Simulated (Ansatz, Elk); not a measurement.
# Cu2Ge2Ru: X-ray structure factors from the self-consistent density

The structure of Cu2Ge2Ru used here is made up (a known structure type with other elements) and was relaxed beforehand with PBEsol. The aim is the Fourier transform of its all-electron density, F(hkl), set beside the sum over free spherical atoms that refinements use.

Method: DFT, PBE, all-electron APW+lo, Dirac cores, scalar-relativistic bands, static density, no spin, in Elk 11.2.3 (patched build).

This account leaves out most program logs.

The structure was built from a prototype and need not be the compound's stable phase.

## (1) The structure

It takes space group P-3m1 (No. 164, trigonal). Conventional cell: a = 4.014 Å, b = 4.014 Å, c = 5.229 Å, α = 90.00°, β = 90.00°, γ = 120.00°. Nearest to Ru lie 6 Ge at 2.60 Å and 6 Cu at 2.78 Å. Nearest to Ge lie 4 Cu at 2.35 to 2.52 Å and 3 Ru at 2.60 Å. Cu has 5 Ge at 2.35 to 2.71 Å and 3 Ru at 2.78 Å nearest. Farther neighbours are not listed.

## (2) Ground state and structure factors

An all-electron density is needed, since X-rays see the cores too. Task 0 finds the density and task 195 Fourier-transforms it; tshift is off so that phases refer to the origin typed.

elk.in

```
tasks
  0
  195

xctype
  20

spinpol
  .false.

rgkmax
  7.0

gmaxvr
  14.0

lmaxo
  7

lmaxapw
  8

swidth
  0.002

tshift
  .false.

ramdisk
  .false.

hmaxvr
  5.5

maxscl
  120

epspot
  1e-06

sppath
  './'

avec
  7.58625078675 -0.00000000000 -0.00000000000
  -3.79312539337 6.56988590080 0.00000000000
  -0.00000000000 -0.00000000000 9.88103197027

atoms
  3
  'Ru.in'
  1
  -0.0000000000 -0.0000000000 0.5000000000   0.000000 0.000000 0.000000
  'Ge.in'
  2
  0.6666666667 0.3333333333 0.7249377653   0.000000 0.000000 0.000000
  0.3333333333 0.6666666667 0.2750622347   0.000000 0.000000 0.000000
  'Cu.in'
  2
  0.6666666667 0.3333333333 0.2065598971   0.000000 0.000000 0.000000
  0.3333333333 0.6666666667 0.7934401029   0.000000 0.000000 0.000000

ngridk
  7 7 5
```

On the command line:

```bash
> OMP_NUM_THREADS=4 elk
```

The job ended after 44 s (4 threads of Arm Neoverse V1, shared host; peak memory 0.18 GiB).

SFACRHO.OUT:

```text

h k l indices transformed by vhmat matrix:
   1.000000000       0.000000000       0.000000000    
   0.000000000       1.000000000       0.000000000    
   0.000000000       0.000000000       1.000000000    

      h      k      l  multipl.   |H|            Re(F)            Im(F)           |F|

      0      0      0      1   0.0000000       166.00000     -0.23731428E-17   166.00000    
      0      0      1      2  0.63588351      -35.806873      0.34172565E-14   35.806873    
      0      1      0      6  0.95636140      -14.891044      0.10251769E-13   14.891044    
      1      0      1      6   1.1484664      -43.930358      -0.0000000       43.930358    
     -1      0      1      6   1.1484664      -33.883152      0.51258847E-14   33.883152    
      0      0     -2      2   1.2717670      -54.171094      0.68345129E-14   54.171094    
      1      0     -2      6   1.5912318       41.768445      0.68345129E-14   41.768445    
      0      1     -2      6   1.5912318       106.63789     -0.15377654E-13   106.63789    
     -1     -1      0      6   1.6564665       122.33046      0.56501759E-13   122.33046    
      1     -2      1     12   1.7743250      -27.336046      0.34172565E-14   27.336046    
      0      0      3      2   1.9076505      -39.125226      0.10251769E-13   39.125226    
      2     -2      0      6   1.9127228      -11.975699      -0.0000000       11.975699    
      0     -2      1      6   2.0156528      -26.528347      0.42715706E-14   26.528347    
      2     -2      1      6   2.0156528      -36.395789      0.34172565E-14   36.395789    
     -2      1     -2     12   2.0883661      -44.563868     -0.46132962E-13   44.563868    
      0      1     -3      6   2.1339535      -14.184332     -0.20503539E-13   14.184332    
      1      0     -3      6   2.1339535      -35.426829     -0.85431412E-15   35.426829    
      0     -2     -2      6   2.2969327       90.219084      0.34172565E-13   90.219084
```

Elk indexes on the primitive cell of elk.in and gives |H| = 4π sin θ/λ in inverse bohr. Below, one row stands for each form hkl of the conventional cell (m members, Friedel mates merged), F is for one primitive cell and the density is static (no thermal factor). Free-atom factors are Waasmaier and Kirfel's, and R is Σm||F|−|F'||/Σm|F|.

| hkl | m | sin θ/λ (Å⁻¹) | abs F, DFT | neutral atoms | diff. |
| --- | --- | --- | --- | --- | --- |
| 001 | 2 | 0.096 | 35.807 | 35.642 | +0.165 |
| 100 | 6 | 0.144 | 14.891 | 15.010 | -0.119 |
| 101 | 6 | 0.173 | 43.930 | 43.648 | +0.283 |
| 011 | 6 | 0.173 | 33.883 | 34.539 | -0.655 |
| 002 | 2 | 0.191 | 54.171 | 54.421 | -0.249 |
| 012 | 6 | 0.239 | 41.768 | 41.949 | -0.181 |
| 102 | 6 | 0.239 | 106.638 | 107.614 | -0.976 |
| 110 | 6 | 0.249 | 122.331 | 123.530 | -1.199 |
| 111 | 12 | 0.267 | 27.336 | 27.412 | -0.076 |
| 003 | 2 | 0.287 | 39.125 | 39.669 | -0.544 |
| 200 | 6 | 0.288 | 11.976 | 12.416 | -0.441 |
| 201 | 6 | 0.303 | 26.528 | 26.837 | -0.308 |
| 021 | 6 | 0.303 | 36.396 | 36.349 | +0.047 |
| 112 | 12 | 0.314 | 44.564 | 45.158 | -0.594 |
| 103 | 6 | 0.321 | 14.184 | 14.222 | -0.037 |
| 013 | 6 | 0.321 | 35.427 | 35.206 | +0.221 |
| 022 | 6 | 0.345 | 90.219 | 90.719 | -0.500 |
| 202 | 6 | 0.345 | 35.577 | 35.619 | -0.042 |

## (3) The highest occupied states alone

An energy window below the Fermi level keeps the highest occupied states, to see at which angles they scatter; shallow core shells can lie inside it and anion s states outside. No new self-consistency is needed.

elk.in, as its differences from that of step 2:

```diff
@@ -1,3 +1,2 @@
 tasks
-  0
   195
@@ -40,2 +39,5 @@
 
+wsfac
+  -0.245980 0.605260
+
 sppath
```

On the command line:

```bash
> OMP_NUM_THREADS=4 elk
```

Wall time 11 s (4 threads); peak memory 0.16 GiB.

States within 15 eV below the Fermi level hold 38.00 electrons; any levels below the window count with the cores. Their amplitudes can exceed the total, where window and core parts have opposite phase:

```csv
hkl,sin θ/λ (Å⁻¹),"abs F, window","abs F, all"
001,0.096,1.709,35.807
100,0.144,5.263,14.891
101,0.173,5.595,43.930
011,0.173,16.134,33.883
002,0.191,10.302,54.171
012,0.239,1.571,41.768
102,0.239,12.091,106.638
110,0.249,12.812,122.331
111,0.267,1.612,27.336
003,0.287,8.109,39.125
```

## (4) Another functional

The difference from free atoms is small, so it is set against the change that LDA (Perdew-Wang) makes.

elk.in, as its differences from that of step 3:

```diff
@@ -1,2 +1,3 @@
 tasks
+  0
   195
@@ -4,3 +5,3 @@
 xctype
-  20
+  3
 
@@ -39,5 +40,2 @@
 
-wsfac
-  -0.245980 0.605260
-
 sppath
```

On the command line:

```bash
> OMP_NUM_THREADS=4 elk
```

The job ended after 26 s (4 threads; peak memory 0.16 GiB; 83 s of CPU time).

Against the first run R = 0.04 %; the largest change is -0.063 at 300.

## (5) Basis size

A smaller basis shows how fast F responds to it; the change is likely larger than the basis error of the first run, but doesn't show convergence.

elk.in, as its differences from that of step 4:

```diff
@@ -5,3 +5,3 @@
 xctype
-  3
+  20
 
@@ -11,3 +11,3 @@
 rgkmax
-  7.0
+  5.5
```

On the command line:

```bash
> OMP_NUM_THREADS=4 elk
```

The job ended after 37 s (4 threads; peak memory 0.18 GiB; 1.9 min of CPU time).

Against the first run R = 0.04 %; the largest change is +0.115 at 022.

## (6) Settings against the effect

```csv
run,R against the first run (%),"R against neutral atoms, low angle (%)",wall time
"PBE, rgkmax 7",0.00,0.91,44 s
LDA (Perdew-Wang),0.04,0.92,26 s
rgkmax 5.5,0.04,0.94,37 s
```

## (7) Outcome

| Property | Result |
| --- | --- |
| R against neutral atoms, sin θ/λ < 0.3 Å⁻¹ | 0.91 % |
| R against neutral atoms, 0.3 to 0.81 Å⁻¹ | 0.31 % |

Independent neutral atoms miss the calculated amplitudes by R = 0.91 % below 0.3 Å⁻¹ and 0.31 % from there to 0.81 Å⁻¹; by shells, 0.65 % below 0.15 Å⁻¹ (2 forms), 0.93 % 0.15 to 0.3 (9 forms), 0.41 % 0.3 to 0.45 (21 forms), 0.28 % above 0.45 (117 forms). Bonding, aspherical density and the tables' own atoms all enter these figures, and the runs don't part them. The largest change of an amplitude is -1.20 electrons, at 110. The window's part falls from 38.0 electrons at the origin to at most 4.64 between 0.45 and 0.81 Å⁻¹, where compact states inside the window still scatter. Below 0.3 Å⁻¹ the changes that finished (LDA (Perdew-Wang) and rgkmax 5.5) move F by R = 0.04 % at most, against the 0.91 % that separates it from free atoms. The k-mesh has no finished test. These runs have no spin, though d or f shells may be open. Part of the difference isn't bonding: the tables are fits to free atoms and ions calculated by other methods than this functional. Thermal motion, anomalous dispersion and extinction are left out.

[Logs are printed without paths, hosts, clocks, repeated set-up lines and the standing remarks that a program may print on its own settings, such as how far it seeks lower states.]

[Hosts, paths, dates, database ids (printed as entryN), source tags and the programs' standing remarks are cut or masked in the printed files.]
